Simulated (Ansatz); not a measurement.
# SnO2(001) slab (96 atoms): support functions against a reference

Aim: test how closely localised support functions follow the reference on SnO2(001) slab (96 atoms), and at what cost. A setting counts as converged where the r.m.s. difference of forces stays under 1 % of the r.m.s. force.

Program: Ansatz 0.2.0. Level of theory: Kohn-Sham DFT, PBE, PAW (set soft_2), plane waves. Results are calculated unless marked as measured.

Most raw output is cut from this account.

## 1. Set-up

The cell holds 96 atoms: 32 Sn and 64 O. Cell: a = 9.474 Å, b = 9.474 Å, c = 23.151 Å, α = 90.0°, β = 90.0°, γ = 90.0°. It derives from SnO2 (rutile). Rutile SnO2 (cell 4.737, 4.737, 3.186, 90, 90, 90), (001) slab of 4 repeat layers, 2 x 2 surface cells, 12 Å of vacuum; atoms within 3.5 Å of the bottom held; not relaxed, displaced by a Gaussian of 0.02 Å. Vacuum lies along c.

Limits known from the start: Beside vacuum, support functions can miss their usual error bounds without a warning. The Brillouin zone is sampled at Γ only, in a cell whose shortest periodic width is 9 Å.

## 2. Plane-wave single point

The first run uses the default basis; a harder plane-wave run follows as the reference for the support functions.

Input file input.yaml:

```yaml
crystal:
  lattice:
    - [9.474, 0.0, 0.0]
    - [0.0, 9.474, 0.0]
    - [0.0, 0.0, 23.151]
  atoms:
    - { symbol: Sn, position: [0.99797, 0.00175, 0.25974] }
    - { symbol: Sn, position: [0.25095, 0.25062, 0.32914] }
    - { symbol: O, position: [0.15302, 0.15437, 0.25937] }
    - { symbol: O, position: [0.34694, 0.34778, 0.25783] }
    - { symbol: O, position: [0.09581, 0.40234, 0.32783] }
    - { symbol: O, position: [0.40421, 0.09807, 0.32849] }
    - { symbol: Sn, position: [0.00322, 0.99862, 0.39673] }
    - { symbol: Sn, position: [0.24714, 0.25285, 0.46668] }
    - { symbol: O, position: [0.15544, 0.15477, 0.39733] }
    - { symbol: O, position: [0.34535, 0.34763, 0.39726] }
    - { symbol: O, position: [0.09452, 0.40228, 0.46488] }
    - { symbol: O, position: [0.40407, 0.09926, 0.46558] }
    - { symbol: Sn, position: [0.99942, 0.00109, 0.5343] }
    - { symbol: Sn, position: [0.25142, 0.25272, 0.60239] }
    - { symbol: O, position: [0.15398, 0.15091, 0.5344] }
    - { symbol: O, position: [0.34552, 0.34875, 0.53544] }
    - { symbol: O, position: [0.09519, 0.40024, 0.60173] }
    - { symbol: O, position: [0.40325, 0.09624, 0.60306] }
    - { symbol: Sn, position: [0.99765, 0.00018, 0.66997] }
    - { symbol: Sn, position: [0.25041, 0.2456, 0.74159] }
    - { symbol: O, position: [0.15722, 0.15042, 0.67266] }
    - { symbol: O, position: [0.3496, 0.34714, 0.67018] }
    - { symbol: O, position: [0.0965, 0.40208, 0.74018] }
    - { symbol: O, position: [0.40369, 0.09718, 0.74056] }
    - { symbol: Sn, position: [0.99934, 0.50206, 0.25886] }
    - { symbol: Sn, position: [0.25166, 0.7462, 0.32515] }
    - { symbol: O, position: [0.15217, 0.65285, 0.25978] }
    - { symbol: O, position: [0.34247, 0.85081, 0.25914] }
    - { symbol: O, position: [0.09126, 0.90375, 0.32742] }
    - { symbol: O, position: [0.40227, 0.59606, 0.32793] }
    - { symbol: Sn, position: [3.0e-05, 0.50065, 0.39739] }
    - { symbol: Sn, position: [0.24809, 0.74978, 0.466] }
    - { symbol: O, position: [0.15036, 0.65199, 0.39668] }
    - { symbol: O, position: [0.34385, 0.85077, 0.39664] }
    - { symbol: O, position: [0.09825, 0.90236, 0.46564] }
    - { symbol: O, position: [0.40446, 0.59643, 0.46498] }
    - { symbol: Sn, position: [0.99768, 0.49801, 0.53523] }
    - { symbol: Sn, position: [0.25226, 0.75111, 0.60328] }
    - { symbol: O, position: [0.15643, 0.65339, 0.53464] }
    - { symbol: O, position: [0.34611, 0.84619, 0.53611] }
    - { symbol: O, position: [0.09593, 0.90574, 0.60348] }
    - { symbol: O, position: [0.40503, 0.59831, 0.60239] }
    - { symbol: Sn, position: [0.99895, 0.5032, 0.67033] }
    - { symbol: Sn, position: [0.24979, 0.75306, 0.74071] }
    - { symbol: O, position: [0.15622, 0.65294, 0.67335] }
    - { symbol: O, position: [0.3513, 0.84541, 0.6728] }
    - { symbol: O, position: [0.09728, 0.90442, 0.74163] }
    - { symbol: O, position: [0.40308, 0.59549, 0.74119] }
    - { symbol: Sn, position: [0.50049, 0.99665, 0.25872] }
    - { symbol: Sn, position: [0.74927, 0.25337, 0.32907] }
    - { symbol: O, position: [0.65482, 0.15656, 0.25976] }
    - { symbol: O, position: [0.84679, 0.34351, 0.25942] }
    - { symbol: O, position: [0.59704, 0.40367, 0.32918] }
    - { symbol: O, position: [0.9045, 0.09743, 0.32686] }
    - { symbol: Sn, position: [0.49532, 0.99792, 0.3957] }
    - { symbol: Sn, position: [0.75047, 0.25103, 0.46611] }
    - { symbol: O, position: [0.65264, 0.15513, 0.39539] }
    - { symbol: O, position: [0.84662, 0.34998, 0.39836] }
    - { symbol: O, position: [0.59602, 0.40709, 0.46501] }
    - { symbol: O, position: [0.90057, 0.09515, 0.46451] }
    - { symbol: Sn, position: [0.49802, 0.00062, 0.53581] }
    - { symbol: Sn, position: [0.74726, 0.25132, 0.60254] }
    - { symbol: O, position: [0.65315, 0.15455, 0.53675] }
    - { symbol: O, position: [0.84445, 0.34593, 0.53424] }
    - { symbol: O, position: [0.59125, 0.4041, 0.60237] }
    - { symbol: O, position: [0.90165, 0.0941, 0.60368] }
    - { symbol: Sn, position: [0.50267, 0.99874, 0.67185] }
    - { symbol: Sn, position: [0.75009, 0.25317, 0.74016] }
    - { symbol: O, position: [0.65257, 0.15314, 0.67258] }
    - { symbol: O, position: [0.84726, 0.34668, 0.6719] }
    - { symbol: O, position: [0.59824, 0.40347, 0.74126] }
    - { symbol: O, position: [0.90499, 0.09965, 0.74082] }
    - { symbol: Sn, position: [0.50402, 0.5034, 0.25951] }
    - { symbol: Sn, position: [0.74983, 0.74945, 0.32695] }
    - { symbol: O, position: [0.65322, 0.65221, 0.25823] }
    - { symbol: O, position: [0.84509, 0.84781, 0.26004] }
    - { symbol: O, position: [0.59815, 0.9047, 0.32722] }
    - { symbol: O, position: [0.90116, 0.59385, 0.32778] }
    [... 12 atom lines left out ...]
    - { symbol: Sn, position: [0.50026, 0.50323, 0.67087] }
    - { symbol: Sn, position: [0.75669, 0.75157, 0.74085] }
    - { symbol: O, position: [0.65786, 0.6511, 0.67215] }
    - { symbol: O, position: [0.84618, 0.85072, 0.67235] }
    - { symbol: O, position: [0.59498, 0.9016, 0.74221] }
    - { symbol: O, position: [0.90277, 0.59528, 0.74137] }
kpoints:
  mp_grid: { grid: [1, 1, 1] }
hamiltonian:
  xc: pbe
scf:
  occupations: { method: gaussian, width: 0.025 }
output:
  forces: true
  populations: intrinsic
  dos:
    method: { smearing: { sigma: 0.1 } }
    de: 0.1
    projected: { site_lists: { O: [O], Sn: [Sn] } }
  eigenvalues: true
  write_density: true
  write_potential: true
  volumetric_format: npy
```

Started as:

```sh
ansatz run input.yaml --threads 4 --pin off --max-ram 15872MiB --backend cpu --events-out ev --progress --plain --runs-dir out
```

Run time: 71 s. Hardware: 4 threads of Arm Neoverse V1, shared host; peak memory 2.9 GiB; 4.6 min of CPU time.

The program notes that the exchange-correlation potential is rough where the density is thin.

Read from the output:

```yaml
free_energy: -229058.7105 eV
free_energy_per_atom: -2386.0282 eV/atom
scf_cycles: 24
r_m_s_force_component: 0.783 eV/Å
longest_force: 2.699 eV/Å
fermi_energy: 2.641 eV
levels_partly_filled_by_over_2_per_cent: 4
potential_in_mid_vacuum_over_the_fermi_level: 5.703 eV
potential_4p5_a_over_the_upper_face: 5.7 eV
potential_4p5_a_under_the_lower_face: 5.705 eV
```

The r.m.s. force component of 0.78 eV/Å sets the scale for the differences below.

## 3. Plane waves at 750 eV (750 eV)

A harder cutoff gives the support functions a reference with less basis error.

input.yaml, the sections that differ from step 2:

```yaml
output:
  forces: true
  eigenvalues: true
basis:
  ecutwfc: "750 eV"
# crystal, kpoints, hamiltonian, scf: as in step 2
```

Wall time 2.4 min (4 threads); peak memory 6.2 GiB; 9.2 min of CPU time.

Forces differ from the reference by 1.2 meV/Å r.m.s., 0.15 % of their size, well within a tolerance of 1 %; the energy by -6.2 meV/atom. It took 2.4 min and 25 cycles; the reference's time can't be set against it, since the two runs asked for unlike analyses.

## 4. Support functions medium

The cell is solved in localised support functions. Besides, the program derives a nominal cutoff of 464 eV for this run, against the reference's 750.

This step: Kohn-Sham DFT, PBE, PAW (set soft_2), localised support functions (medium) (Ansatz 0.2.0).

input.yaml, the sections that differ from step 3:

```yaml
scf:
  occupations: { method: gaussian, width: 0.025 }
  eigensolver: { kind: { support_functions: { accuracy: medium } } }
  mixing: { beta: 0.2 }
  max_iter: 150
# crystal, kpoints, hamiltonian, output: as in step 3
# basis: removed
```

Elapsed: 6.2 min, on 4 threads; peak memory 5.1 GiB; 24 min of CPU time.

The program notes that the band table was not solved further than the SCF left it and it switched symmetry off.

Keys that differ from the reference: basis.ecutwfc removed, support_functions.accuracy = "medium", scf.max_iter = 150 and scf.mixing.beta = 0.2.

Forces differ from the reference by 0.34 meV/Å r.m.s., 0.043 % of their size, well within a tolerance of 1 %; the energy by -0.85 meV/atom. It took 2.6 times the reference's time (shared host, so rough). The two runs also began from different starting densities, which bears on cycles and time.

## 5. Support functions low

With localised support functions most steps grow linearly with size, though the diagonalisation grows faster unless the density matrix is cut; this run measures error and cost at this size. Besides, the program derives a nominal cutoff of 420 eV for this run, against the reference's 750.

This step: Kohn-Sham DFT, PBE, PAW (set soft_2), localised support functions (low) (Ansatz 0.2.0).

input.yaml, the sections that differ from step 4:

```yaml
scf:
  occupations: { method: gaussian, width: 0.025 }
  eigensolver: { kind: { support_functions: { accuracy: low } } }
  mixing: { beta: 0.2 }
  max_iter: 150
# crystal, kpoints, hamiltonian, output: as in step 4
```

It took 5.5 min on 4 threads; peak memory 4.9 GiB; 22 min of CPU time.

Keys that differ from the reference: basis.ecutwfc removed, support_functions.accuracy = "low", scf.max_iter = 150 and scf.mixing.beta = 0.2.

Forces differ from the reference by 0.39 meV/Å r.m.s., 0.05 % of their size, well within a tolerance of 1 %; the energy by -0.84 meV/atom. It took 2.3 times the reference's time (shared host, so rough). The two runs also began from different starting densities, which bears on cycles and time.

## 6. Support functions high

The cell is solved in localised support functions.

This step: Kohn-Sham DFT, PBE, PAW (set soft_2), localised support functions (high) (Ansatz 0.2.0).

input.yaml, the sections that differ from step 5:

```yaml
scf:
  occupations: { method: gaussian, width: 0.025 }
  eigensolver: { kind: { support_functions: { accuracy: high } } }
  mixing: { beta: 0.2 }
  max_iter: 150
# crystal, kpoints, hamiltonian, output: as in step 5
```

It took 5.4 s on 4 threads; peak memory 0.77 GiB.

The input was rejected at the start.

The program's message: “Error: memory limit exceeded: the `scf loop` phase needs 16.43 GiB against the 14.40 GiB that it is held to where no share of the host's memory is typed; largest carriers: support functions 13.32 GiB, …”

## 7. Support functions high

After the refusal for memory the run is tried again with basis.xc_grid typed, in the hope of saving memory. Against the reference, the basis becomes support functions and the exchange-correlation grid changes.

input.yaml: that of step 6 with these lines changed.

```diff
@@ -19 +19,3 @@
   eigenvalues: true
+basis:
+  xc_grid: 1
```

The job ended after 5.4 s (4 threads; peak memory 0.77 GiB).

The input was rejected at the start.

The program's message: “Error: memory limit exceeded: the `scf loop` phase needs 16.36 GiB against the 14.40 GiB that it is held to where no share of the host's memory is typed; largest carriers: support functions 13.32 GiB, …”

## 8. Support functions medium, radius 3.53 Å

The radius confines each support function; a larger one gives more freedom and more work per atom. Besides, the program derives a nominal cutoff of 464 eV for this run, against the reference's 750.

This step: Kohn-Sham DFT, PBE, PAW (set soft_2), localised support functions (medium) (Ansatz 0.2.0).

input.yaml, the sections that differ from step 7:

```yaml
scf:
  occupations: { method: gaussian, width: 0.025 }
  eigensolver: { kind: { support_functions: { accuracy: medium, radius: 3.53 } } }
  mixing: { beta: 0.2 }
  max_iter: 150
# crystal, kpoints, hamiltonian, output: as in step 7
# basis: removed
```

Wall time 5.6 min (4 threads); peak memory 4.9 GiB; 22 min of CPU time.

Keys that differ from the reference: basis.ecutwfc removed, support_functions.accuracy = "medium", support_functions.radius = 3.53, scf.max_iter = 150 and scf.mixing.beta = 0.2.

Forces differ from the reference by 0.39 meV/Å r.m.s., 0.050 % of their size, well within a tolerance of 1 %; the energy by -0.84 meV/atom. It took 2.4 times the reference's time (shared host, so rough). The two runs also began from different starting densities, which bears on cycles and time.

## 9. Support functions medium, radius 3.82 Å

input.yaml, the sections that differ from step 8:

```yaml
scf:
  occupations: { method: gaussian, width: 0.025 }
  eigensolver: { kind: { support_functions: { accuracy: medium, radius: 3.82 } } }
  mixing: { beta: 0.2 }
  max_iter: 150
# crystal, kpoints, hamiltonian, output: as in step 8
```

Wall time 6.9 min (4 threads); peak memory 5.2 GiB.

Keys that differ from the reference: basis.ecutwfc removed, support_functions.accuracy = "medium", support_functions.radius = 3.82, scf.max_iter = 150 and scf.mixing.beta = 0.2.

Forces differ from the reference by 0.3 meV/Å r.m.s., 0.038 % of their size, well within a tolerance of 1 %; the energy by -0.84 meV/atom. It took 2.9 times the reference's time (shared host, so rough). The two runs also began from different starting densities, which bears on cycles and time.

## 10. Support functions medium, radius 4.07 Å

input.yaml, the sections that differ from step 9:

```yaml
scf:
  occupations: { method: gaussian, width: 0.025 }
  eigensolver: { kind: { support_functions: { accuracy: medium, radius: 4.07 } } }
  mixing: { beta: 0.2 }
  max_iter: 150
# crystal, kpoints, hamiltonian, output: as in step 9
```

It took 8.3 min on 4 threads; peak memory 5.6 GiB; 33 min of CPU time.

Keys that differ from the reference: basis.ecutwfc removed, support_functions.accuracy = "medium", support_functions.radius = 4.07, scf.max_iter = 150 and scf.mixing.beta = 0.2.

Forces differ from the reference by 0.29 meV/Å r.m.s., 0.037 % of their size, well within a tolerance of 1 %; the energy by -0.85 meV/atom. It took 3.5 times the reference's time (shared host, so rough). The two runs also began from different starting densities, which bears on cycles and time.

## 11. Support functions medium, radius 4.36 Å

input.yaml, the sections that differ from step 10:

```yaml
scf:
  occupations: { method: gaussian, width: 0.025 }
  eigensolver: { kind: { support_functions: { accuracy: medium, radius: 4.36 } } }
  mixing: { beta: 0.2 }
  max_iter: 150
# crystal, kpoints, hamiltonian, output: as in step 10
```

Elapsed: 9.5 min, on 4 threads; peak memory 6.1 GiB.

Keys that differ from the reference: basis.ecutwfc removed, support_functions.accuracy = "medium", support_functions.radius = 4.36, scf.max_iter = 150 and scf.mixing.beta = 0.2.

Forces differ from the reference by 0.33 meV/Å r.m.s., 0.042 % of their size, well within a tolerance of 1 %; the energy by -0.85 meV/atom. It took 4.0 times the reference's time (shared host, so rough). The two runs also began from different starting densities, which bears on cycles and time.

## 12. Support functions medium, radius 4.91 Å

input.yaml, the sections that differ from step 11:

```yaml
scf:
  occupations: { method: gaussian, width: 0.025 }
  eigensolver: { kind: { support_functions: { accuracy: medium, radius: 4.91 } } }
  mixing: { beta: 0.2 }
  max_iter: 150
# crystal, kpoints, hamiltonian, output: as in step 11
```

It took 15 min on 4 threads; peak memory 7.5 GiB.

Keys that differ from the reference: basis.ecutwfc removed, support_functions.accuracy = "medium", support_functions.radius = 4.91, scf.max_iter = 150 and scf.mixing.beta = 0.2.

Forces differ from the reference by 0.34 meV/Å r.m.s., 0.043 % of their size, well within a tolerance of 1 %; the energy by -0.85 meV/atom. It took 6.5 times the reference's time (shared host, so rough). The two runs also began from different starting densities, which bears on cycles and time.

## 13. Support functions medium, radius 5.45 Å

input.yaml, the sections that differ from step 12:

```yaml
scf:
  occupations: { method: gaussian, width: 0.025 }
  eigensolver: { kind: { support_functions: { accuracy: medium, radius: 5.45 } } }
  mixing: { beta: 0.2 }
  max_iter: 150
# crystal, kpoints, hamiltonian, output: as in step 12
```

It took 27 min on 4 threads; peak memory 9.4 GiB.

Keys that differ from the reference: basis.ecutwfc removed, support_functions.accuracy = "medium", support_functions.radius = 5.45, scf.max_iter = 150 and scf.mixing.beta = 0.2.

Forces differ from the reference by 0.32 meV/Å r.m.s., 0.041 % of their size, well within a tolerance of 1 %; the energy by -0.85 meV/atom. It took 12 times the reference's time (shared host, so rough). The two runs also began from different starting densities, which bears on cycles and time.

## 14. A run with a doubtful setting

A doubtful change is made on purpose, to see how the program answers.

This step: Kohn-Sham DFT, PBE, PAW (set soft_2), plane waves (Ansatz 0.2.0).

input.yaml, the sections that differ from step 13:

```yaml
scf:
  occupations: { method: gaussian, width: 0.025 }
  max_iter: 75
output:
  forces: true
basis:
  ecutwfc: "30 meV"
# crystal, kpoints, hamiltonian: as in step 13
```

It took 0.05 s on 4 threads; peak memory 0.074 GiB.

The program refused the input before any cycle.

The program's message: “Error: inconsistent input (basis.ecutwfc, kpoints): the smallest per-k basis holds n_pw = 1 plane waves (k-point 0, counted from 0 among those solved) but the deck needs at least 417 band(s) per chann …”

The fault in the input: a cutoff in the wrong unit (basis.ecutwfc = "30 meV"). The fix is to take out basis.ecutwfc.

## 15. Changed: hamiltonian.xc = "rpbe"

This functional strengthens the gradient correction of exchange, which tends to weaken binding against PBE. Changed here: hamiltonian.xc = "rpbe".

This step: Kohn-Sham DFT, RPBE, PAW (set soft_2), plane waves (Ansatz 0.2.0).

input.yaml, the sections that differ from step 14:

```yaml
hamiltonian:
  xc: rpbe
scf:
  occupations: { method: gaussian, width: 0.025 }
output:
  forces: true
  populations: true
  dos:
    method: { smearing: { sigma: 0.1 } }
    de: 0.1
    projected: { site_lists: { O: [O], Sn: [Sn] } }
  eigenvalues: true
# crystal, kpoints: as in step 14
# basis: removed
```

Elapsed: 64 s, on 4 threads; peak memory 2.9 GiB; 4.2 min of CPU time.

Forces differ from the reference by 62 meV/Å r.m.s., 8.0 % of their size.

Runs without a result: support functions high (refused); support functions high (refused).

(Continued in part 2 of 2.)

[Logs are printed without paths, hosts, clocks, repeated set-up lines and the standing remarks that a program may print on its own settings, such as how far it seeks lower states.]

[Hosts, paths, dates, database ids (printed as entryN), source tags and the programs' standing remarks are cut or masked in the printed files.]
